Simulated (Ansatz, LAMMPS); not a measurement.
# Structural relaxation of aqueous N(CH3)4+ and OH-, 1.2 mol of salt per kg of water, from a frame at 280 K (163 atoms)

Aim: bring aqueous N(CH3)4+ and OH-, 1.2 mol of salt per kg of water, from a frame at 280 K (163 atoms) to a nearby minimum of the energy and see what moves.

Program: Ansatz 0.2.0. Level of theory: Kohn-Sham DFT, PBE+D3(BJ), PAW (set soft_2), plane waves. Results are calculated unless marked as measured.

This is a report of a sequence of runs, with most program output left out.

### 1. The structure

The cell holds 163 atoms: 4 C, 1 N, 109 H and 49 O. Cell: a = 11.657 Å, b = 11.657 Å, c = 11.657 Å, α = 90.0°, β = 90.0°, γ = 90.0°. 48 H2O, 1 N(CH3)4+, 1 OH- placed at random, at 1 g/cm³; overlaps pushed apart, then 10 ps at 420 K with MMFF94 bonds, angles, torsions, charges and radii (Halgren, J. Comput. Chem. 17, 490 (1996)) in harmonic and 12-6 forms; SPC/E water (Berendsen, Grigera and Straatsma, J. Phys. Chem. 91, 6269 (1987)). Snapshot after 20 ps at 280 K and fixed volume.

Limits known from the start: The network of contacts between molecules at the start is that of the classical potential that made the cell. The density was typed from a rule of thumb and may lie off the real one at this temperature. The Brillouin zone is sampled at Γ only, in a cell whose shortest periodic width is 12 Å.

### 2. Making the structure

A classical potential makes the cell, at a small fraction of what the same run would cost in DFT.

This step: classical MD, MMFF94 bonds, angles, torsions, charges and radii (Halgren, J. Comput. Chem. 17, 490 (1996)) in harmonic and 12-6 forms; SPC/E water (Berendsen, Grigera and Straatsma, J. Phys. Chem. 91, 6269 (1987)) (LAMMPS 22 Jul 2025 - Update 4).

in.lmp reads:

```
# aqueous N(CH3)4+ and OH-, 1.2 mol of salt per kg of water
units real
atom_style full
boundary p p p
bond_style harmonic
angle_style harmonic
dihedral_style opls
improper_style harmonic
special_bonds lj 0 0 0.5 coul 0 0 0.75
read_data data.lmp
neigh_modify delay 0 every 1 check yes one 4000
comm_modify cutoff 12.0
timestep 0.5
thermo_style custom step time temp pe press density
thermo_modify norm yes
# push overlapping molecules apart
pair_style soft 2.6
pair_coeff * * 0.0
variable a equal ramp(1,60)
fix ad all adapt 1 pair soft a * * v_a
velocity all create 420 559469 mom yes dist gaussian
fix lim all nve/limit 0.03
fix lan all langevin 420 420 50 559470 zero yes
thermo 1000
run 3000 post no
unfix ad
pair_style lj/cut/coul/long 9.0
pair_modify mix arithmetic tail yes
pair_coeff 1 1 0.0678 3.3680   # C
pair_coeff 2 2 0.0721 3.3270   # N
pair_coeff 3 3 0.0216 2.5400   # H
pair_coeff 4 4 0.1553 3.1660   # O
pair_coeff 5 5 0.0000 1.0000   # H
pair_coeff 6 6 0.0763 3.6820   # O
# [... 20 lines left out ...]
compute msd all msd com yes
thermo 5000
fix md all nvt temp 280 280 100
run 20000 post no
print "== T280: mean square displacement over the hold $(c_msd[4]:%.2f) A^2"
unfix md
uncompute msd
write_dump all custom T280.dump id type xs ys zs modify sort id
```

Command:

```console
lmp -in in.lmp -log none -nocite
```

Run time: 27 s. Hardware: 1 thread of Arm Neoverse V1, shared host; peak memory 0.12 GiB.

The input also reads data.lmp (atoms, bonds and types; not printed here).

### 3. Single point at the start

A single point comes first, to see the forces before anything moves.

input.yaml reads:

```yaml
crystal:
  lattice:
    - [11.65719, 0.0, 0.0]
    - [0.0, 11.65719, 0.0]
    - [0.0, 0.0, 11.65719]
  atoms:
    - { symbol: C, position: [0.70119, 0.33831, 0.4443] }
    - { symbol: "N", position: [0.74002, 0.23006, 0.49621] }
    - { symbol: C, position: [0.69064, 0.14012, 0.42323] }
    - { symbol: C, position: [0.69181, 0.22712, 0.61883] }
    - { symbol: C, position: [0.86633, 0.22561, 0.49444] }
    - { symbol: H, position: [0.73383, 0.40918, 0.48667] }
    - { symbol: H, position: [0.60875, 0.3487, 0.44959] }
    - { symbol: H, position: [0.72862, 0.33778, 0.35513] }
    - { symbol: H, position: [0.69488, 0.15732, 0.32675] }
    - { symbol: H, position: [0.74399, 0.06462, 0.43154] }
    - { symbol: H, position: [0.60612, 0.12584, 0.45275] }
    - { symbol: H, position: [0.72085, 0.30559, 0.66458] }
    - { symbol: H, position: [0.59714, 0.22037, 0.61822] }
    - { symbol: H, position: [0.72484, 0.1481, 0.65652] }
    - { symbol: H, position: [0.89486, 0.13453, 0.51871] }
    - { symbol: H, position: [0.89298, 0.2484, 0.41237] }
    - { symbol: H, position: [0.88937, 0.29085, 0.55245] }
    - { symbol: O, position: [0.21067, 0.52755, 0.83094] }
    - { symbol: H, position: [0.14815, 0.53438, 0.88928] }
    - { symbol: H, position: [0.26748, 0.46864, 0.85667] }
    - { symbol: O, position: [0.93159, 0.03617, 0.18783] }
    - { symbol: H, position: [0.85455, 0.06806, 0.16766] }
    - { symbol: H, position: [0.98447, 0.10035, 0.20892] }
    - { symbol: O, position: [0.98318, 0.36204, 0.81448] }
    - { symbol: H, position: [0.98961, 0.2769, 0.82274] }
    - { symbol: H, position: [0.02184, 0.38674, 0.742] }
    - { symbol: O, position: [0.39172, 0.57371, 0.50067] }
    - { symbol: H, position: [0.34578, 0.50779, 0.47064] }
    - { symbol: H, position: [0.34463, 0.61806, 0.55702] }
    - { symbol: O, position: [0.88561, 0.76163, 0.87909] }
    - { symbol: H, position: [0.94221, 0.81275, 0.91836] }
    - { symbol: H, position: [0.85507, 0.70436, 0.93518] }
    [... 125 atom lines left out ...]
    - { symbol: H, position: [0.33501, 0.14608, 0.11565] }
    - { symbol: O, position: [0.02198, 0.91716, 0.00821] }
    - { symbol: H, position: [0.09535, 0.876, 0.02502] }
    - { symbol: H, position: [0.99162, 0.95212, 0.08042] }
    - { symbol: O, position: [0.26081, 0.37024, 0.4582] }
    - { symbol: H, position: [0.24409, 0.35422, 0.37975] }
kpoints:
  mp_grid: { grid: [1, 1, 1] }
hamiltonian:
  xc: pbe
  dispersion: d3bj
scf:
  occupations: { method: fixed }
output:
  forces: true
  stress: true
  populations: true
  dos:
    method: { smearing: { sigma: 0.1 } }
    de: 0.1
    projected: { site_lists: { C: [C], H: [H], "N": ["N"], O: [O] } }
  eigenvalues: true
```

Command:

```console
ansatz run input.yaml --threads 4 --pin off --max-ram 8192MiB --backend cpu --events-out ev --progress --plain --runs-dir out
```

Elapsed: 24 s, on 4 threads of Arm Neoverse V1, shared host; peak memory 1.9 GiB; 93 s of CPU time.

Read from the output:

* free energy: -30950.2970 eV
* free energy per atom: -189.8791 eV/atom
* SCF cycles: 9
* pressure: -1.929 GPa
* r.m.s. force component: 0.5201 eV/Å
* longest force: 2.811 eV/Å
* Fermi energy: -2.015 eV
* gap (highest filled to lowest empty level): 4.152 eV
* spilling of the projection: 0.01124

The r.m.s. force component of 0.52 eV/Å and the pressure of -1.9 GPa set the starting point.

Neighbours are counted within 1.21 Å (H-O), 1.34 Å (H-C), 1.79 Å (C-N).

Length of the force by element and coordination:

```tsv
element	coordination	atoms	mean length of the force (eV/Å)	spread	least	most
C	all	4	1.76	0.799	0.655	2.81
H	all	109	0.846	0.375	0.140	2.45
N	all	1	1.57	0	1.57	1.57
O	all	49	0.606	0.263	0.205	1.29
O	1	1	0.800	0	0.800	0.800
O	2	48	0.602	0.265	0.205	1.29
```

### 4. Relaxation

The atoms are relaxed in the fixed cell, aiming at the force tolerance of the input.

input.yaml, the sections that differ from step 3:

```yaml
output:
  forces: true
relax:
  f_tol: 0.05
  max_steps: 200
# crystal, kpoints, hamiltonian, scf: as in step 3
```

Wall time 4 min (4 threads); peak memory 1.7 GiB.

The steps of the relaxation (22 of 25):

```tsv
step	energy less that of the first step (eV)	largest force component (eV/Å)
1	0.0000	2.2942
2	-3.9583	1.3664
3	-5.1892	1.1294
4	-5.8980	1.9202
6	-6.6075	1.6468
7	-6.8973	0.6761
8	-7.1763	0.1513
9	-7.3047	0.2592
10	-7.3355	0.2113
11	-7.3742	0.1244
12	-7.4143	0.1856
14	-7.5294	0.2282
15	-7.5987	0.5053
16	-7.6683	0.4769
17	-7.6996	0.1496
18	-7.7197	0.1435
19	-7.7288	0.1476
20	-7.7382	0.1025
22	-7.7598	0.1979
23	-7.7668	0.1021
24	-7.7718	0.0808
25	-7.7739	0.0285
```

The atoms that moved most (Å):

```tsv
atom	dx	dy	dz	length
H91	0.540	1.736	0.042	1.819
O93	0.880	0.894	0.155	1.265
O90	0.205	1.191	-0.133	1.216
H55	-0.694	0.637	0.711	1.180
O54	-0.586	0.466	0.798	1.094
H106	0.032	-0.550	0.937	1.087
H94	0.669	0.746	0.362	1.065
H124	0.952	0.338	-0.190	1.028
```

The relaxation changed the energy by -47.7 meV/atom, and atoms moved by 0.64 Å r.m.s., 1.8 Å at most.

### 5. Local order after relaxation

Bonds before and after, by the cutoffs listed below:

```tsv
pair	bonds before	bonds after	mean before (Å)	mean after (Å)	spread before (Å)	spread after (Å)
H-O	97	97	1.000	0.994	0.005	0.009
H-C	12	12	1.087	1.095	0.035	0.001
C-N	4	4	1.487	1.501	0.028	0.001
```

Density 1.00 g/cm³, 9.718 Å³ an atom.

g(r), total and by pair (bins of 0.2 Å):

```tsv
r (Å)	total	H-H	H-O	H-C	H-N	O-O	O-C
0.90	3.69	0.00	9.20	0.00	0.00	0.00	0.00
1.10	1.53	0.00	2.58	15.00	0.00	0.00	0.00
1.30	0.00	0.00	0.00	0.00	0.00	0.00	0.00
1.50	0.85	1.72	0.00	0.00	0.00	0.00	0.00
1.70	1.22	0.59	2.39	0.00	0.00	0.00	0.00
1.90	0.54	0.24	1.08	0.00	0.00	0.00	0.00
2.10	0.58	0.94	0.08	0.00	15.35	0.00	0.00
2.30	0.84	1.86	0.02	0.00	0.00	0.00	0.00
2.50	0.67	1.30	0.07	0.22	0.00	0.00	0.00
2.70	0.90	0.55	0.13	4.63	0.00	5.04	0.00
2.90	0.67	0.60	0.65	0.17	0.00	1.42	0.00
3.10	0.98	0.56	1.79	0.00	0.00	0.11	0.00
3.30	1.21	0.84	1.84	1.67	0.00	0.28	0.30
3.50	0.93	0.85	1.06	1.31	0.00	0.42	2.40
3.70	1.15	1.54	0.90	0.75	0.00	0.65	0.93
3.90	1.08	1.15	0.99	1.13	0.00	1.25	1.49
4.10	0.98	0.98	0.95	0.87	1.03	1.21	0.58
4.30	1.10	1.11	1.03	0.77	1.57	1.50	0.86
4.50	1.10	1.14	1.04	0.71	0.56	1.42	0.48
4.70	0.98	0.98	0.88	1.11	2.35	1.17	1.43
4.90	1.05	1.05	1.03	0.97	1.69	1.02	1.21
5.10	1.01	0.88	1.11	0.89	1.57	0.99	1.37
5.30	0.94	0.85	1.06	0.98	0.81	0.92	0.80
5.50	0.99	0.91	1.11	1.23	1.52	0.78	1.06
5.70	0.97	1.10	0.90	0.84	0.00	0.82	1.08
```

Bonds by pair of elements; cutoffs follow the first minimum of g(r), held within bounds set by covalent radii, and pairs that aren't listed don't count as bonded:

```tsv
pair A-B	cutoff (Å)	bonds	mean length (Å)	spread (Å)	shortest (Å)	B about A	A about B
H-O	1.21	97	0.994	0.009	0.971	0.89	1.98
H-C	1.34	12	1.09	0.001	1.09	0.11	3
C-N	1.79	4	1.50	0.001	1.50	1	4
```

How many atoms have how many bonded neighbours:

```tsv
element	mean	1	2	4
C	4	0	0	4
H	1	109	0	0
N	4	0	0	1
O	1.98	1	48	0
```

Bond angles, per cent of each kind in bins of 5°:

```tsv
angle (°)	H-O-H	H-C-N	H-C-H
100–105	52.1	0.0	0.0
105–110	47.9	100.0	33.3
110–115	0.0	0.0	66.7
```

Bond angles (no mean is given where the spread exceeds 20°):

```tsv
angle	count	mean (°)	spread (°)
H-O-H	48	105	1.9
H-C-N	12	108	0.4
H-C-H	12	110	0.6
C-N-C	6	110	0.4
```

Hydrogen bonds between water molecules (O–O under 3.5 Å, H–O···O angle under 30°):

```tsv
hydrogen bonds to other water	molecules
0	0
1	0
2	1
3	12
4	33
5	2
```

Counting bonds as in the table, all C atoms have 4, all H atoms have 1, all N atoms have 4 and 98 % of O atoms have 2 bonded neighbours. The H-O-H angle averages 105° with a spread of 1.9°. The 48 water molecules hold 3.75 hydrogen bonds each to other water on average, with a mean O–O distance of 2.76 Å.

### 6. Single point at the relaxed geometry

One more single point at the end of the walk gives the fuller output and checks the residual forces.

input.yaml reads:

```yaml
crystal:
  lattice:
    - [11.65719, 0.0, 0.0]
    - [0.0, 11.65719, 0.0]
    - [0.0, 0.0, 11.65719]
  atoms:
    - { symbol: C, position: [0.66097, 0.31131, 0.45894] }
    - { symbol: "N", position: [0.72662, 0.20718, 0.4962] }
    - { symbol: C, position: [0.7053, 0.10989, 0.4144] }
    - { symbol: C, position: [0.68784, 0.17283, 0.61401] }
    - { symbol: C, position: [0.85238, 0.23463, 0.49748] }
    - { symbol: H, position: [0.67601, 0.37946, 0.52172] }
    - { symbol: H, position: [0.56955, 0.28999, 0.4568] }
    - { symbol: H, position: [0.69037, 0.33745, 0.37378] }
    - { symbol: H, position: [0.7368, 0.13464, 0.32962] }
    - { symbol: H, position: [0.74991, 0.03312, 0.44542] }
    - { symbol: H, position: [0.61303, 0.09306, 0.41193] }
    - { symbol: H, position: [0.6941, 0.24801, 0.66995] }
    - { symbol: H, position: [0.59853, 0.14461, 0.6084] }
    - { symbol: H, position: [0.74374, 0.10346, 0.64398] }
    - { symbol: H, position: [0.89979, 0.15791, 0.52354] }
    - { symbol: H, position: [0.87777, 0.26121, 0.41098] }
    - { symbol: H, position: [0.86775, 0.30424, 0.55869] }
    - { symbol: O, position: [0.20662, 0.50162, 0.81683] }
    - { symbol: H, position: [0.15022, 0.53144, 0.87288] }
    - { symbol: H, position: [0.25519, 0.4468, 0.85995] }
    - { symbol: O, position: [0.89942, 0.99491, 0.17084] }
    - { symbol: H, position: [0.82583, 0.03307, 0.1489] }
    - { symbol: H, position: [0.95271, 0.05742, 0.19323] }
    - { symbol: O, position: [0.97093, 0.35121, 0.86223] }
    - { symbol: H, position: [0.99749, 0.27143, 0.88127] }
    - { symbol: H, position: [0.99741, 0.36338, 0.78353] }
    - { symbol: O, position: [0.34823, 0.58703, 0.47987] }
    - { symbol: H, position: [0.32432, 0.50434, 0.47937] }
    - { symbol: H, position: [0.328, 0.61781, 0.55777] }
    - { symbol: O, position: [0.89972, 0.81791, 0.84494] }
    - { symbol: H, position: [0.95794, 0.85423, 0.8962] }
    - { symbol: H, position: [0.85836, 0.7649, 0.89604] }
    [... 125 atom lines left out ...]
    - { symbol: H, position: [0.31312, 0.118, 0.11229] }
    - { symbol: O, position: [0.03459, 0.93818, 0.99088] }
    - { symbol: H, position: [0.10803, 0.90245, 0.01714] }
    - { symbol: H, position: [0.98459, 0.9511, 0.05906] }
    - { symbol: O, position: [0.24851, 0.37323, 0.45312] }
    - { symbol: H, position: [0.19731, 0.418, 0.40498] }
kpoints:
  mp_grid: { grid: [1, 1, 1] }
hamiltonian:
  xc: pbe
  dispersion: d3bj
scf:
  occupations: { method: fixed }
output:
  forces: true
  stress: true
  populations: true
  dos:
    method: { smearing: { sigma: 0.08 } }
    de: 0.1
    projected: { site_lists: { C: [C], H: [H], "N": ["N"], O: [O] } }
  eigenvalues: true
  write_density: true
  write_potential: true
  volumetric_format: npy
```

Run time: 27 s. Hardware: 4 threads; peak memory 2 GiB; 1.8 min of CPU time.

The program notes that the exchange-correlation potential is rough where the density is thin.

Read from the output:

```
free energy                                      : -30958.0708 eV
free energy per atom                             : -189.9268 eV/atom
SCF cycles                                       : 9
pressure                                         : -0.4496 GPa
r.m.s. force component                           : 0.00665 eV/Å
longest force                                    : 0.03537 eV/Å
Fermi energy                                     : -2.352 eV
gap (highest filled to lowest empty level) : 4.808 eV
spilling of the projection                       : 0.0111
```

Löwdin charges by element and coordination (they lack the spilled electrons, 0.029 e an atom on average):

```tsv
element	coordination	atoms	mean charge (e)	spread	least	most
C	all	4	-0.350	0.0057	-0.36	-0.346
H	all	109	0.367	0.0527	0.211	0.414
N	all	1	0.156	0	0.156	0.156
O	all	49	-0.694	0.0202	-0.807	-0.669
O	1	1	-0.807	0	-0.807	-0.807
O	2	48	-0.692	0.0121	-0.717	-0.669
```

States in the cell by windows of 1 eV, zero at the Fermi level; the larger projections on atomic orbitals stand beside the total:

```tsv
from (eV)	to (eV)	total	O p	H s
-10	-9	1.9	0.0	0.7
-9	-8	0.1	0.0	0.1
-8	-7	5.1	3.5	1.5
-7	-6	85.2	55.2	24.3
-6	-5	11.7	8.2	3.3
-5	-4	21.3	13.0	3.6
-4	-3	45.0	26.8	7.1
-3	-2	38.8	32.5	2.0
-2	-1	31.9	30.6	0.3
-1	0	76.4	75.1	0.4
0	1	0.6	0.6	0.0
1	4	0.0	0.0	0.0
4	5	2.0	0.0	1.2
```

The curve was stored every 0.100 eV, coarse against its broadening of 0.08 eV, so these counts are rough.

With fixed occupations the program's Fermi level is the highest filled level; weight inside the gap is the broadening of levels at its edges.

Between -20 and -10 eV lie 106 more states.

The levels nearest the highest filled one (over half full), pooled over k-points and spins:

```tsv
level less the highest filled one (eV)	occupation
-0.401	2
-0.364	2
-0.335	2
-0.305	2
-0.146	2
0	2
4.81	0
5.99	0
6.17	0
6.24	0
6.36	0
6.42	0
```

(Part 1 of 2 ends here.)

[Logs are printed without paths, hosts, clocks, repeated set-up lines and the standing remarks that a program may print on its own settings, such as how far it seeks lower states.]

[Hosts, paths, dates, database ids (printed as entryN), source tags and the programs' standing remarks are cut or masked in the printed files.]

[The MMFF94 radii named for the starting cell were scaled by 0.96; in molecules described by MMFF94, hydrogen bound to N, O or S took a small fixed 12-6 site in their place.]
